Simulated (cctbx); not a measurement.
## Interatomic vectors of Li2CuSbBr6

Space group Fm-3m (no. 225), a = 11.3050 Å, b = 11.3050 Å, c = 11.3050 Å, α = 90.00°, β = 90.00°, γ = 90.00°, content Sb4 Br24 Cu4 Li8.

Simulated single-crystal data (cctbx): Mo Kα, λ = 0.71073 Å, to d = 0.75 Å, 50 % of the full sphere, strongest reflection 70000 counts, noise from counting, a 6 % proportional error and a noise floor of 15 counts (s.d.); no absorption.

Patterson synthesis from sharpened amplitudes, origin scaled to 1000:

```text
Patterson group F m -3 m
      u       v       w   height  length (A)
  0.000   0.000   0.000   1000.0     0.00
  0.000   0.000   0.500    557.2     5.65
  0.000   0.000   0.244    431.0     2.75
  0.000   0.250   0.250    333.3     4.00
  0.054   0.054   0.054     42.8     1.06
  0.056   0.202   0.298     33.7     4.12
  0.054   0.054   0.446     33.5     5.11
  0.000   0.000   0.094     28.5     1.06
  0.059   0.059   0.208     26.3     2.54
  0.250   0.250   0.250     26.3     4.90
  0.050   0.050   0.298     26.3     3.46
  0.209   0.209   0.209     22.2     4.10
  0.000   0.000   0.401     21.8     4.53
  0.000   0.095   0.276     18.6     3.30
```

**Question.** Which atom pairs make the peaks, and where is the heaviest atom?

A peak at u stands for all pairs with xi − xj = u, with weight Σ ZiZj against Σ Z² = 43240 at the origin. Peak heights follow these weights only roughly, since form factors, motion and series ripples differ, all vectors within 0.55 Å of a peak are counted as merged into it though the farther ones add only part of their weight, and F(000) is left out, which lowers the whole map:

| u | v | w | shortest length (Å) | height | 1000 ΣZiZj/ΣZ² | pairs in the cell |
| --- | --- | --- | --- | --- | --- | --- |
| 0.000 | 0.000 | 0.500 | 5.65 | 557 | 955 | 24 × Br–Br, 8 × Sb–Cu, 8 × Li–Li |
| 0.000 | 0.000 | 0.244 | 2.76 | 431 | 518 | 8 × Sb–Br, 8 × Br–Cu |
| 0.000 | 0.250 | 0.250 | 4.00 | 333 | 492 | 16 × Br–Br, 16 × Br–Li |

The table stops at ten peaks or at a height of 45, below which ripples compete. In the model behind the data Sb, the heaviest element, has 1 independent site: (0, 0, 0), up to an allowed shift of origin. No listed peak is a Sb–Sb vector, so the position follows from the cell content and the cross vectors. The whole model:

```csv
atom,mult.,x,y,z,Ueq (Å²)
Sb1,4,0,0,0,0.0047
Br1,24,0,0,0.7645,0.0045
Cu1,4,1/2,0,0,0.0057
Li1,8,1/4,3/4,3/4,0.0085
```

This is a model crystal, built by substitution and not relaxed, with assumed displacement parameters.

[Logs are printed without paths, hosts, clocks, repeated set-up lines and the standing remarks that a program may print on its own settings, such as how far it seeks lower states.]
